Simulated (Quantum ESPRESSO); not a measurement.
# ZnS (F-43m): a worked LO-TO splitting

How high does the longitudinal optical mode of ZnS (F-43m) lie, given the transverse one, the Born charge and ε∞?

Program: Quantum ESPRESSO 7.5. Level of theory: DFT LDA, scalar-relativistic, plane waves, JTH PAW pseudopotentials. Results are calculated unless marked as measured.

The database entry behind the starting cell differs from later determinations by our own check (about 0.1 % short), so it need not match the best structure at ambient conditions.

## 1. Set-up

Symmetry: F-43m, No. 216, cubic system. Conventional cell: a = 5.294 Å, b = 5.294 Å, c = 5.294 Å, α = 90.00°, β = 90.00°, γ = 90.00°. Nearest to Zn lie 4 S at 2.29 Å. S has 4 Zn at 2.29 Å nearest. Farther neighbours and most contacts between anions are not listed.

Structure file:

```
CELL_PARAMETERS angstrom
0.00000 2.64696 2.64696
2.64696 0.00000 2.64696
2.64696 2.64696 0.00000
ATOMIC_POSITIONS crystal
Zn 0.25000 0.25000 0.25000
S 0.00000 0.00000 0.00000
```

This is the cell after its relaxation at this level of theory, not the database cell from which that began.

## 2. What the response run gave

A linear-response run on the relaxed cell, with the response to an electric field; only its zone-centre results are used. Cutoff 50 Ry, k mesh 8×8×8.

The log of the run:

```text
[banners, grids, parts of the stress and lines that vanish by symmetry left out]
Program PHONON v.7.5
     Reading xml data from directory:

[...]
Exchange-correlation= PW
                           (   1   4   0   0   0   0   0)
[...]
kinetic-energy cut-off    =      50.0000  Ry
     charge density cut-off    =     250.0000  Ry
     convergence threshold     =      1.0E-18
[...]
Exchange-correlation= PW
                           (   1   4   0   0   0   0   0)
[...]
q = (   0.0000000   0.0000000   0.0000000 )
     25 Sym.Ops. (with q -> -q+G )
     G cutoff =  316.8865  (  16625 G-vectors)     FFT grid: ( 36, 36, 36)
     G cutoff =  253.5092  (  12039 G-vectors)  smooth grid: ( 32, 32, 32)
     number of k points=    29
[...]
Mode symmetry, T_d (-43m)  point group:
[...]
Dielectric constant
[...]
End of electric fields calculation
          Dielectric constant in cartesian axis
          (       6.311145232       0.000000000       0.000000000 )
          (       0.000000000       6.311145232       0.000000000 )
          (       0.000000000      -0.000000000       6.311145232 )
          Effective charges (d Force / dE) in cartesian axis without acoustic sum rule applied (asr)
           atom    1  Zn    Mean Z*:        1.90603
      Ex  (        1.90603       -0.00000       -0.00000 )
      Ey  (       -0.00000        1.90603        0.00000 )
      Ez  (        0.00000        0.00000        1.90603 )
           atom    2  S     Mean Z*:       -1.92900
      Ex  (       -1.92900       -0.00000        0.00000 )
      Ey  (        0.00000       -1.92900        0.00000 )
      Ez  (        0.00000        0.00000       -1.92900 )
          Effective charges Sum: Mean:       -0.02297
[...]
Effective charges (d Force / dE) in cartesian axis with asr applied:
           atom    1  Zn    Mean Z*:        1.91752
[...]
atom    2  S     Mean Z*:       -1.91752
[...]
Representation #   1 modes #   1   2   3
[...]
End of self-consistent calculation
     Convergence has been achieved
     Representation #   2 modes #   4   5   6
[...]
End of self-consistent calculation
     Convergence has been achieved
[...]
Dielectric constant in cartesian axis
          (       6.311145232       0.000000000       0.000000000 )
          (       0.000000000       6.311145232       0.000000000 )
          (       0.000000000      -0.000000000       6.311145232 )
          Effective charges (d Force / dE) in cartesian axis without acoustic sum rule applied (asr)
           atom    1  Zn    Mean Z*:        1.90603
      Ex  (        1.90603       -0.00000       -0.00000 )
      Ey  (       -0.00000        1.90603        0.00000 )
      Ez  (        0.00000        0.00000        1.90603 )
           atom    2  S     Mean Z*:       -1.92900
      Ex  (       -1.92900       -0.00000        0.00000 )
      Ey  (        0.00000       -1.92900        0.00000 )
      Ez  (        0.00000        0.00000       -1.92900 )
          Effective charges Sum: Mean:       -0.02297
[...]
Effective charges (d Force / dE) in cartesian axis with asr applied:
           atom    1  Zn    Mean Z*:        1.91752
[...]
atom    2  S     Mean Z*:       -1.91752
[...]
q = (    0.000000000   0.000000000   0.000000000 )
[...]
freq (    1) =       0.027283 [THz] =       0.910052 [cm-1]
     freq (    2) =       0.027283 [THz] =       0.910052 [cm-1]
     freq (    3) =       0.027283 [THz] =       0.910052 [cm-1]
     freq (    4) =       8.733108 [THz] =     291.305111 [cm-1]
     freq (    5) =       8.733108 [THz] =     291.305111 [cm-1]
     freq (    6) =       8.733108 [THz] =     291.305111 [cm-1]
[...]
Mode symmetry, T_d (-43m)  point group:
     freq (   1-   3) =          0.9  [cm-1]   --> T_2  G_15 P_4   I+R
     freq (   4-   6) =        291.3  [cm-1]   --> T_2  G_15 P_4   I+R

   JOB DONE.
```

```
                       quantity   value
             cell volume Ω (Å³)  37.091
                 mass of Zn (u)  65.380
                  mass of S (u)  32.060
     Born charge of Zn, raw (e)   1.906
      Born charge of S, raw (e)  -1.929
                             ε∞   6.311
ω(TO) after the sum rule (cm⁻¹)   291.3
```

## 3. The calculation

The charges must sum to zero over the cell; taking off their mean, -0.012 e, leaves Z* = 1.917 e on Zn. In the polar mode Zn moves against S, so the reduced mass is μ = 65.38 × 32.06 / 97.44 = 21.512 u.

A longitudinal wave builds up a field that adds to the restoring force: ω(LO)² = ω(TO)² + 4π Z*² / (μ Ω ε∞), in Hartree atomic units. With μ = 39213 electron masses and Ω = 250.31 bohr³ the second term is 7.4589e-07 Ha², or 35929 cm⁻² (1 Ha = 219474.6 cm⁻¹).

So ω(LO) = √(84856 + 35929) = 347.5 cm⁻¹, and by the Lyddane-Sachs-Teller relation ε₀ = ε∞ (ω(LO)/ω(TO))² = 8.98.

## 4. Check against the program

The analysis program adds the same non-analytic term to the full matrix, here for q along (1 0 0).

The log of the run:

```text
[banner, memory and clock lines left out]
Program DYNMAT v.7.5

     Reading Dynamical Matrix from file g.dyn
     ...Force constants read
     ...epsilon and Z* read

     Polarizability (A^3 units)
     multiply by 0.360961 for Clausius-Mossotti correction
        15.676598    0.000000    0.000000
         0.000000   15.676598   -0.000000
         0.000000    0.000000   15.676598

     IR activities are in (D/A)^2/amu units

# mode   [cm-1]    [THz]      IR
    1     -0.00   -0.0000    0.0000
    2     -0.00   -0.0000    0.0000
    3      0.00    0.0000    0.0000
    4    291.30    8.7331    3.9434
    5    291.30    8.7331    3.9434
    6    347.55   10.4191    3.9434
```

ε₀ comes from the program's run without a direction of q.

```
    quantity  by hand  program
ω(LO) (cm⁻¹)    347.5    347.6
          ε₀     8.98     8.98
```

## 5. Outcome

| Property | Result |
| --- | --- |
| TO mode | 291.3 cm⁻¹ |
| LO mode | 347.6 cm⁻¹ |
| static dielectric constant | 8.983 |

In words: The LO mode of ZnS (F-43m) lies at 348 cm⁻¹, 56 cm⁻¹ above the TO mode; the formula meets the program within 0.1 cm⁻¹, as it must for a cubic crystal with one polar mode. ω(LO)² − ω(TO)² goes with Z*²/ε∞: an error of 5 % in ε∞ would move the LO mode by 2.5 cm⁻¹, and semilocal functionals tend to overestimate ε∞. The raw charges miss their sum by 0.023 e, a sign that the k mesh is short for the field response, so ε∞ may be some per cent too high. These are harmonic values at zero temperature, at the volume of this functional, for the structure held cubic; stability elsewhere in the zone is no part of this calculation.

[Host names and launcher messages were left out of these logs when they were recorded.]

[Logs are printed without paths, hosts, clocks, repeated set-up lines and the standing remarks that a program may print on its own settings, such as how far it seeks lower states.]

[Hosts, paths, dates, database ids (printed as entryN), source tags and the programs' standing remarks are cut or masked in the printed files.]
